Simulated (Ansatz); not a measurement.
# 1T-TaO2 bilayer (AA) in a perpendicular field

Wanted: the out-of-plane response of the 1T-TaO2 bilayer (AA). A positive field points along +c.

Main program and level: Ansatz 0.2.0; plane-wave DFT, PBE-D3(BJ), Ansatz PAW.

**1. The starting structure**

The cell holds 6 atoms: 4 O and 2 Ta. Its edges and angles: a = 3.184 Å, b = 3.184 Å, c = 46.605 Å, α = 90.0°, β = 90.0°, γ = 120.0°. Regions: layer 1: 1T-TaO2, 3 atoms (2 O and 1 Ta); layer 2: 1T-TaO2, 3 atoms (2 O and 1 Ta). Vacuum lies along c.

Coordinates:

```cif
data_structure
_symmetry_space_group_name_H-M 'P 1'
_symmetry_Int_Tables_number 1
_cell_length_a 3.1845
_cell_length_b 3.1845
_cell_length_c 46.6051
_cell_angle_alpha 90.000
_cell_angle_beta 90.000
_cell_angle_gamma 120.000
_cell_volume 409.30
loop_
_atom_site_label
_atom_site_type_symbol
_atom_site_fract_x
_atom_site_fract_y
_atom_site_fract_z
_atom_site_occupancy
O1 O 0.66667 0.33333 0.41626 1
Ta2 Ta 0.00000 0.00000 0.44258 1
O3 O 0.33333 0.66667 0.46889 1
O4 O 0.66667 0.33333 0.53111 1
Ta5 Ta 0.00000 0.00000 0.55742 1
O6 O 0.33333 0.66667 0.58374 1
```

**2. Relaxation**

The starting cell is a guess, so the in-plane lattice and the atoms are relaxed first, with the slab cut off from its images along the normal.

input.yaml

```yaml
crystal:
  lattice:
    - [3.18449, 0.0, 0.0]
    - [-1.592245, 2.7578492381, 0.0]
    - [0.0, 0.0, 46.6051393132]
  atoms:
    - { symbol: O, position: [0.6666666667, 0.3333333333, 0.416263105] }
    - { symbol: Ta, position: [0.0, 0.0, 0.4425753282], spin: 1.0 }
    - { symbol: O, position: [0.3333333333, 0.6666666667, 0.4688875514] }
    - { symbol: O, position: [0.6666666667, 0.3333333333, 0.5311124486] }
    - { symbol: Ta, position: [0.0, 0.0, 0.5574246718], spin: 1.0 }
    - { symbol: O, position: [0.3333333333, 0.6666666667, 0.583736895] }
  periodic: [true, true, false]
magnetization:
  spin_polarized: true
kpoints:
  mp_grid: { grid: [12, 12, 1] }
hamiltonian:
  xc: pbe
  dispersion: d3bj
scf:
  occupations: { method: fermi_dirac, width: 0.05 }
  convergence: { dr2_threshold: 1.0e-09 }
relax:
  f_tol: 0.004
  max_steps: 90
  cell: {}
output:
  write_potential: true
  write_density: true
  volumetric_format: npy
```

Command:

```sh
ansatz run input.yaml --threads 4 --pin off --max-ram 6144MiB --backend cpu --events-out ev --progress --plain --runs-dir out
```

What it wrote:

```text
Warning: relax.cell: scf.convergence.dr2_threshold = 1e-9 eV is looser than the 1.89260724456e-10 eV advised for a relaxation that steers and ends on the stress (1e-10 eV for each atom of the cell: 6, times the square of relax.cell.stress_2d_tol = 0.05 N/m over 17.8 Å (the atoms' height at the walk's start and 5 Å past either face), 2.808e-2 GPa, over a crystal's default 0.05). What an SCF threshold leaves in a stress goes as its square root, and in the free energy as the threshold itself, and one threshold admits the most on a small cell: [figures from the program's tests cut] Set scf.convergence.dr2_threshold to 1.89260724456e-10 eV or tighter. [rest of the remark cut]
Engine: ansatz 0.2.0, x86_64-unknown-linux-gnu
Pseudopotentials: kind: paw
Pseudopotential: O, paw, valence charge 6, recommended cutoff 420 eV (normal), O.paw.azcp
Pseudopotential: Ta, paw, valence charge 13, recommended cutoff 420 eV (normal), Ta.paw.azcp
Functional definition: PBE
  parameter kappa = 0.804
  parameter beta = 0.066725
  exchange = pbe_x(kappa = kappa, mu = beta*pi^2/3)
  correlation = pbe_c(beta = beta)
Crystal: 6 atoms, lattice volume = 409.302 Å³
Basis set: ecut = 420 eV, 8087 PW (Γ), exchange–correlation on 48×48×640 points (8 copies of the dense FFT grid, shifted against one another)
Bands: 32, of which v1, the nominal top of the filled ones, is band 25 counted from 1 (24 counted from 0)
Symmetry: 12 space group operations
Space group: P-3m1 (ITA 164), of the structure as read, at distance tolerance 7.4e-5 Å
Magnetic group: BNS 164.85 (UNI 1315), of the structure as read, at distance tolerance 7.4e-5 Å
k-points: 19 of 144
Non-local potential: O, projectors of the file, l = 0: 2, l = 1: 2, l = 2: 1
Non-local potential: Ta, projectors of the file, l = 0: 3, l = 1: 2, l = 2: 2, l = 3: 1
PAW form: soft (Blöchl's): semilocal exchange-correlation on the pseudo side does not see the compensation charge
PAW one-centre angular grid: O, 110 points (default); XC on 64 Gauss nodes
PAW one-centre angular grid: Ta, 590 points (default); XC on 64 Gauss nodes
Initial density: superposition of atomic densities (neutral atoms: chi_scale 0, normalization atom)
Starting moments: Σ|m| = 2 μB on 2 of 6 sites
Initial wavefunctions: pseudopotential atomic-orbital guess
Functional: x = pbe(κ = 0.804, μ = 0.219515), c = pbe(β = 0.066725)
SCF iter   1: F=—  HF=-22142.851541 eV  |F-HF|=—  |Δ(HF+E_count)|=         —  Δρ=3.74e-2 (↑3.74e-2 ↓3.47e-2)  dr2=2.68e1  dr2_m=7.75e-2  M=1.158 μB ∫|m|=1.189 μB  β_m=0.30  ethr=3.10e-3  ⟨swp⟩=12.2  Hψ=7935  notcnv=0
Mixer restart at iter 1: flushing history
preconditioner: auto → LDOS  [metal: Δε(μ)=0.013 eV  Ē_g=11.802 eV  σ=0.050 eV  W_gap=0.06  n_scr=28 (ndim 8)  ℏωp=10.7 eV  f_vac=0.763  D(μ)=2.40/eV (n_scr^D=14)]
spin=Collinear: LDOS preconditioning applied to the charge; magnetization (m = ρ↑ − ρ↓) channel mixes plain (no charge-response kernel on spin).
SCF iter   2: F=—  HF=-22138.916387 eV  |F-HF|=—  |Δ(HF+E_count)|=    3.94e0  Δρ=1.98e-2 (↑1.98e-2 ↓1.78e-2)  dr2=8.15e0  dr2_m=3.83e-2  M=1.105 μB ∫|m|=1.143 μB  β_m=0.47  ethr=3.10e-3  ⟨swp⟩=4.3  Hψ=3111  notcnv=0  defer=38
SCF iter   3: F=—  HF=-22137.602394 eV  |F-HF|=—  |Δ(HF+E_count)|=    1.31e0  Δρ=5.00e-3 (↑5.00e-3 ↓4.96e-3)  dr2=1.43e-1  dr2_m=6.59e-3  M=0.954 μB ∫|m|=0.993 μB  β_m=0.60  ethr=3.10e-3  ⟨swp⟩=5.5  Hψ=3685  notcnv=0  defer=37
SCF iter   4: F=—  HF=-22137.666205 eV  |F-HF|=—  |Δ(HF+E_count)|=         —  Δρ=2.72e-3 (↑2.72e-3 ↓1.79e-3)  dr2=2.28e-2  dr2_m=1.46e-2  M=0.610 μB ∫|m|=0.632 μB  β_m=0.60  ethr=2.86e-4  ⟨swp⟩=4.4  Hψ=3135  notcnv=0  defer=32
SCF iter   5: F=—  HF=-22137.671943 eV  |F-HF|=—  |Δ(HF+E_count)|=   5.74e-3  Δρ=1.34e-3 (↑1.34e-3 ↓1.21e-3)  dr2=5.62e-4  dr2_m=5.85e-3  M=0.505 μB ∫|m|=0.517 μB  β_m=0.80  ethr=4.56e-5  ⟨swp⟩=3.6  Hψ=2772  notcnv=0  defer=32
SCF iter   6: F=—  HF=-22137.677292 eV  |F-HF|=—  |Δ(HF+E_count)|=   5.35e-3  Δρ=5.33e-4 (↑4.55e-4 ↓5.33e-4)  dr2=2.35e-4  dr2_m=8.61e-4  M=0.300 μB ∫|m|=0.303 μB  β_m=0.90  ethr=1.12e-6  ⟨swp⟩=4.6  Hψ=3650  notcnv=0  defer=32
SCF iter   7: F=—  HF=-22137.678717 eV  |F-HF|=—  |Δ(HF+E_count)|=   1.42e-3  Δρ=2.42e-4 (↑2.21e-4 ↓2.42e-4)  dr2=5.79e-5  dr2_m=1.91e-4  M=0.150 μB ∫|m|=0.152 μB  β_m=0.95  ethr=4.70e-7  ⟨swp⟩=4.1  Hψ=3174  notcnv=0  defer=32
SCF iter   8: F=—  HF=-22137.679108 eV  |F-HF|=—  |Δ(HF+E_count)|=   3.92e-4  Δρ=8.96e-5 (↑7.81e-5 ↓8.96e-5)  dr2=5.60e-6  dr2_m=2.47e-5  M=0.034 μB ∫|m|=0.035 μB  β_m=0.98  ethr=1.16e-7  ⟨swp⟩=5.1  Hψ=3877  notcnv=0  defer=28
SCF iter   9: F=—  HF=-22137.679127 eV  |F-HF|=—  |Δ(HF+E_count)|=   1.90e-5  Δρ=2.99e-5 (↑2.65e-5 ↓2.99e-5)  dr2=1.85e-6  dr2_m=2.41e-6  M=-0.018 μB ∫|m|=0.018 μB  β_m=0.92  ethr=1.12e-8  ⟨swp⟩=5.1  Hψ=4025  notcnv=0  defer=28
SCF iter  10: F=—  HF=-22137.679133 eV  |F-HF|=—  |Δ(HF+E_count)|=   5.67e-6  Δρ=7.90e-6 (↑7.90e-6 ↓6.52e-6)  dr2=1.48e-7  dr2_m=1.50e-7  M=-0.004 μB ∫|m|=0.004 μB  β_m=0.88  ethr=3.70e-9  ⟨swp⟩=3.7  Hψ=2937  notcnv=0  defer=28
SCF iter  11: F=—  HF=-22137.679134 eV  |F-HF|=—  |Δ(HF+E_count)|=   4.25e-7  Δρ=1.41e-6 (↑1.14e-6 ↓1.41e-6)  dr2=8.36e-9  dr2_m=3.56e-9  M=-0.001 μB ∫|m|=0.001 μB  β_m=0.94  ethr=2.95e-10  ⟨swp⟩=4.5  Hψ=3444  notcnv=0  defer=28
SCF iter  12: F=—  HF=-22137.679134 eV  |F-HF|=—  |Δ(HF+E_count)|=   3.31e-8  Δρ=3.28e-7 (↑3.28e-7 ↓3.12e-7)  dr2=3.24e-10  dr2_m=2.88e-10  M=0.000 μB ∫|m|=0.000 μB  β_m=0.93  ethr=1.67e-11  ⟨swp⟩=3.9  Hψ=3109  notcnv=0  defer=28
SCF iter  13: F=-22137.679134 eV  HF=-22137.679134 eV  |F-HF|=7.64e-10  |Δ(HF+E_count)|=   2.62e-9  Δρ=1.01e-7 (↑9.69e-8 ↓1.01e-7)  dr2=6.57e-11  dr2_m=1.84e-11  M=0.000 μB ∫|m|=0.000 μB  ethr=1.00e-12  ⟨swp⟩=8.8  Hψ=10300  notcnv=0
WARN: the starting moments were not kept: the SCF closed with an absolute magnetisation of 9.5e-5 μB, where they sum to 2 μB in size (2 sites). That is at most 0.1 of that sum. Measured as dr2_m measures the in/out step, that magnetisation stands 8.2e-10 eV from none, at or under the dr2_threshold of 1.0e-9 eV: it is no larger than a step whose dr2_m would equal this threshold. The system may hold no moment; this SCF [...]
SCF 1 converged in 13 iterations: F = -22137.679134 eV  dr2 = 6.57e-11
  greatest PAW one-centre occupation: 0.999 electrons in one spin orbital (limit 2), on the Ta atom at site 4 (counted from 0), in its partial waves of l = 0
[...]
relax step   6: F+E_penalty+E_count = -22139.22012707 eV  Δ(F+E_penalty+E_count) = +2.062e-5 eV  max|allowed force component| = 2.441e-3 eV/Å  Δτ_max = 0.0126 Å  P = -0.004 N/m  Ω = 371.893 Å³  energy of the carried Pulay correction = +3.112e-2 eV  fix = [c, alpha, beta]  reactions: c -0.000 N/m  (10 SCF iters, accepted)
[...]
relax step   7: F+E_penalty+E_count = -22139.20346631 eV  Δ(F+E_penalty+E_count) = +1.666e-2 eV  max|allowed force component| = 3.240e-3 eV/Å  Δτ_max = 0.0000 Å  P = -0.516 N/m  Ω = 371.893 Å³  fix = [c, alpha, beta]  reactions: c -0.000 N/m  stress off target by 5.16e-1 N/m on what of the cell is left free  SCF on the basis re-selected at this cell (its energy is not comparable with the rows above)  (6 SCF iters)
[...]
relax step   8: F+E_penalty+E_count = -22139.20447873 eV  Δ(F+E_penalty+E_count) = -1.012e-3 eV  max|allowed force component| = 1.906e-2 eV/Å  Δτ_max = 0.0040 Å  P = +0.015 N/m  Ω = 371.068 Å³  energy of the carried Pulay correction = +7.013e-4 eV  fix = [c, alpha, beta]  reactions: c +0.000 N/m  (9 SCF iters, accepted)
[...]
relax step   9: F+E_penalty+E_count = -22139.20470866 eV  Δ(F+E_penalty+E_count) = -2.299e-4 eV  max|allowed force component| = 3.721e-3 eV/Å  Δτ_max = 0.0032 Å  P = -0.012 N/m  Ω = 370.845 Å³  energy of the carried Pulay correction = +8.895e-4 eV  fix = [c, alpha, beta]  reactions: c -0.000 N/m  (9 SCF iters, accepted)
iter 1 solved again at ethr=7.12e-8 eV; its pass at ethr=3.10e-3 eV (dr2=3.56e-5 eV) is discarded
SCF iter   1: F=—  HF=-22139.203728 eV  |F-HF|=—  |Δ(HF+E_count)|=         —  Δρ=5.66e-6 (↑5.66e-6 ↓5.65e-6)  dr2=7.07e-8  dr2_m=6.85e-12  M=0.000 μB ∫|m|=0.000 μB  β_m=0.65  ethr=7.12e-8  ⟨swp⟩=7.4  Hψ=16236  notcnv=0
spin=Collinear: LDOS preconditioning applied to the charge; magnetization (m = ρ↑ − ρ↓) channel mixes plain (no charge-response kernel on spin).
SCF iter   2: F=—  HF=-22139.203824 eV  |F-HF|=—  |Δ(HF+E_count)|=   9.60e-5  Δρ=1.88e-6 (↑1.88e-6 ↓1.88e-6)  dr2=1.08e-8  dr2_m=3.92e-12  M=0.000 μB ∫|m|=0.000 μB  β_m=0.55  ethr=1.41e-10  ⟨swp⟩=4.8  Hψ=4070  notcnv=0
SCF iter   3: F=—  HF=-22139.203824 eV  |F-HF|=—  |Δ(HF+E_count)|=   3.65e-8  Δρ=7.59e-7 (↑7.58e-7 ↓7.59e-7)  dr2=1.65e-9  dr2_m=2.88e-12  M=0.000 μB ∫|m|=0.000 μB  β_m=0.71  ethr=2.17e-11  ⟨swp⟩=3.6  Hψ=2500  notcnv=0
SCF iter   4: F=-22139.203824 eV  HF=-22139.203824 eV  |F-HF|=1.10e-9  |Δ(HF+E_count)|=   2.56e-9  Δρ=1.03e-7 (↑9.97e-8 ↓1.03e-7)  dr2=1.01e-10  dr2_m=5.77e-13  M=0.000 μB ∫|m|=0.000 μB  ethr=2.00e-12  ⟨swp⟩=15.6  Hψ=11784  notcnv=0
the starting moments were not kept: the SCF closed with an absolute magnetisation of 1.4e-5 μB, where they sum to 2 μB in size (2 sites). That is at most 0.1 of that sum. Measured as dr2_m measures the in/out step, that magnetisation stands 1.9e-11 eV from none, at or under the dr2_threshold of 1.0e-9 eV: it is no larger than a step whose dr2_m would equal this threshold.
SCF 10 converged in 4 iterations: F = -22139.203824 eV  dr2 = 1.01e-10
relax step  10: F+E_penalty+E_count = -22139.20382439 eV  Δ(F+E_penalty+E_count) = +8.843e-4 eV  max|allowed force component| = 3.788e-3 eV/Å  Δτ_max = 0.0000 Å  P = -0.029 N/m  Ω = 370.845 Å³  fix = [c, alpha, beta]  reactions: c -0.000 N/m  stress off target by 2.89e-2 N/m on what of the cell is left free  SCF on the basis re-selected at this cell (its energy is not comparable with the rows above)  (4 SCF iters)
basis re-selected at this cell: Δ(F+E_penalty+E_count) = +8.843e-4 eV, ΔP = -0.016 N/m vs the last step (what re-selecting the basis moved, of the pressure what is left beyond the Pulay correction that the steps carried, after the strain that the cell walked since its last selection, with what the two solves' SCF thresholds leave and, on support functions, any second-order correction that the steps lacked; it is no m [...]
WARN: The output density's exchange-correlation potential varies sharply where the density is thin. Do not read a vacuum level from v_tot or v_xc, or from such a field of the output density. On a cell that repeats whose density bears no net charge and no dipole along the vacuum's axis use v_es (v_loc + v_h of the components); under efield.dipole_correction with no amplitude use v_es + v_field, which holds any externa [...]
SCF converged after 4 iterations
Magnetization: 0.0000 μB (25.0000 up, 25.0000 down)
Absolute magnetization: 0.0000 μB (∫|ρ↑−ρ↓|, with the PAW one-centre terms)
Spin contamination: 0.0000 ħ² per cell (⟨S²⟩ above its minimum at these occupations)
Per-site moments (μB) at R_I (Å): [(5.017020e-7, 0.858089), (2.736642e-6, 0.857289), (4.968402e-7, 0.857289), (4.968402e-7, 0.857289), (2.736642e-6, 0.857289), (5.017020e-7, 0.858089)]
Free energy (F): -22139.203824 eV
Harris-Foulkes:  -22139.203824 eV  (|F-HF|=1.10e-9)
Internal energy: -22139.165031 eV  (E = F + TS)
E sigma→0 (E₀):  -22139.184428 eV
Entropy (-TS):   -0.038793 eV (-6.466 meV/atom)
Fermi energy:    -5.091683 eV
--- Per-component energies (eV) ---
  E_band       = -1278.532286
  E_kinetic    = 1431.066648
  E_local      = -250592.718975  (includes V_loc(G=0)·N_el)
  E_nonlocal   = 219.711716
  E_hartree    = 124407.430347
  E_xc         = -731.219061
  E_vxc        = -783.481180  (∫ρ·V_xc dr)
  E_paw        = -17424.944400  (= ΣΔE_a)
  E_vpaw       = -367.981004  (= ΣTr[D̂ρ^β])
  E_aug_tail   = 0.010223  (compensation charges beyond the density's cutoff)
  E_ewald      = 120552.560971
  E_disp       = -1.062499  (pairwise vdW)
  E_smearing   = -0.038793  (= −TS)
  E_closure    = -0.000000  (closes the sum)
  Σ components = -22139.203824   (vs F -22139.203824, Δ=0.00e0)
--- Forces (eV/Å), atoms counted from 1 ---
  atom   1  O     -0.00000000     0.00000000     0.00378753
  atom   2  Ta    -0.00000000    -0.00000000    -0.00009963
  atom   3  O      0.00000000    -0.00000000    -0.00346356
  atom   4  O      0.00000000     0.00000000     0.00346356
  atom   5  Ta     0.00000000     0.00000000     0.00009963
  atom   6  O      0.00000000    -0.00000000    -0.00378753
  max |Σ_I F_I| component: 1.85e-17 eV/Å
--- 2D stress c σ (N/m, compression-positive) ---
       -0.028855      -0.000000      -0.000000
        0.000000      -0.028855       0.000000
       -0.000000       0.000000      -0.000000
  P = ½ c Tr σ = -0.0289 N/m
--- Band table (eV; the first three rows and the last of 38) ---
  k-point 0 ↑: bands = [... 21 lower, -9.1846, -9.1468, -9.1468, -4.9410, -4.9410, -4.9218, -4.9218, -3.4619, ... 3 higher]
  k-point 1 ↑: bands = [... 21 lower, -9.3227, -9.2778, -9.1804, -4.9889, -4.9598, -4.7407, -4.7229, -3.4538, ... 3 higher]
  k-point 2 ↑: bands = [... 21 lower, -9.5612, -9.3846, -9.0360, -5.1545, -5.1019, -4.2436, -4.2293, -3.4093, ... 3 higher]
  k-point 18 ↓: bands = [... 21 lower, -10.4960, -9.9921, -9.8087, -4.1913, -4.0522, -3.6313, -3.6313, -3.6015, ... 3 higher]
  the weakly bound empty levels are not read free of the cell's end (no_gap_told)
--- Relaxed structure (8 steps of the walk, 8 accepted, 2 SCFs on fresh bases) ---
  F+E_penalty+E_count = -22139.20382439 eV   max|allowed force component| = 3.788e-3 eV/Å   (the final SCF, on the basis selected at the relaxed cell)
  cell:  # Å, volume = 370.8450 Å³
    - [3.031196, 0, 0]
    - [-1.515598, 2.625093, 0]
    - [0, 0, 46.6051393132]
  atoms:
    - { symbol: O, position: [0.666667, 0.333333, 0.424366] }
    - { symbol: Ta, position: [3.205873e-18, 0, 0.448495] }
    - { symbol: O, position: [0.333333, 0.666667, 0.472546] }
    - { symbol: O, position: [0.666667, 0.333333, 0.527454] }
    - { symbol: Ta, position: [-3.205873e-18, 0, 0.551505] }
    - { symbol: O, position: [0.333333, 0.666667, 0.575634] }
```

Elapsed: 57 s, on 4 threads of AMD EPYC 9R14 (Zen 4), shared host; peak memory 1.1 GiB; 3.6 min of CPU time.

Reading the cycles: dr2 is the Hartree energy of the density residual (eV), the measure of convergence; HF is the Harris–Foulkes estimate of the energy, which meets the free energy F at convergence.

The steps of the relaxation:

```
step  energy less that of the first step (eV)  largest force component (eV/Å)  volume (Å³)
   1                                   0.0000                          2.7177       409.30
   2                                  -1.3684                          0.9801       381.64
   3                                  -1.5219                          0.1458       374.03
   4                                  -1.5385                          0.1055       370.18
   5                                  -1.5410                          0.0087       371.61
   6                                  -1.5410                          0.0024       371.89
  7*                                  -1.5243                          0.0032       371.89
   8                                  -1.5253                          0.0191       371.07
   9                                  -1.5256                          0.0037       370.85
 10*                                  -1.5247                          0.0038       370.85
```

Relaxation steps marked * repeat the geometry before them on a plane-wave basis chosen anew for their cell, so energy and pressure can jump there.

Forces are held to the 12 operations that the program found; a distortion that breaks them can't arise in this run.

```csv
cell as run,before,after,change
a (Å),3.184,3.031,-4.8 %
b (Å),3.184,3.031,-4.8 %
```

The atoms that moved most (Å, along periodic axes as changes of fractional coordinates times the final cell, across vacuum about the mean position):

```csv
atom,dx,dy,dz,length
O6,0.000,0.000,-0.378,0.378
O1,0.000,0.000,0.378,0.378
Ta5,0.000,0.000,-0.276,0.276
Ta2,0.000,0.000,0.276,0.276
O3,0.000,0.000,0.171,0.171
O4,0.000,0.000,-0.171,0.171
```

Final coordinates:

```cif
data_structure
_symmetry_space_group_name_H-M 'P 1'
_symmetry_Int_Tables_number 1
_cell_length_a 3.0312
_cell_length_b 3.0312
_cell_length_c 46.6051
_cell_angle_alpha 90.000
_cell_angle_beta 90.000
_cell_angle_gamma 120.000
_cell_volume 370.84
loop_
_atom_site_label
_atom_site_type_symbol
_atom_site_fract_x
_atom_site_fract_y
_atom_site_fract_z
_atom_site_occupancy
O1 O 0.66667 0.33333 0.42437 1
Ta2 Ta 0.00000 0.00000 0.44849 1
O3 O 0.33333 0.66667 0.47255 1
O4 O 0.66667 0.33333 0.52745 1
Ta5 Ta 0.00000 0.00000 0.55151 1
O6 O 0.33333 0.66667 0.57563 1
```

Read from the output:

* energy at zero smearing: -22139.1844 eV

The lattice constant a goes from 3.184 to 3.031 Å.

(Continued in part 2 of 3.)

[Long decimals in the printed logs are rounded to 6 places.]

[Logs are printed without paths, hosts, clocks, repeated set-up lines and the standing remarks that a program may print on its own settings, such as how far it seeks lower states.]

[Hosts, paths, dates, database ids (printed as entryN), source tags and the programs' standing remarks are cut or masked in the printed files.]

[Maps of the electrostatic potential energy from Ansatz leave out the sawtooth potential of an applied field or a dipole correction, so their vacuum need not be flat; planar profiles and work functions include it.]
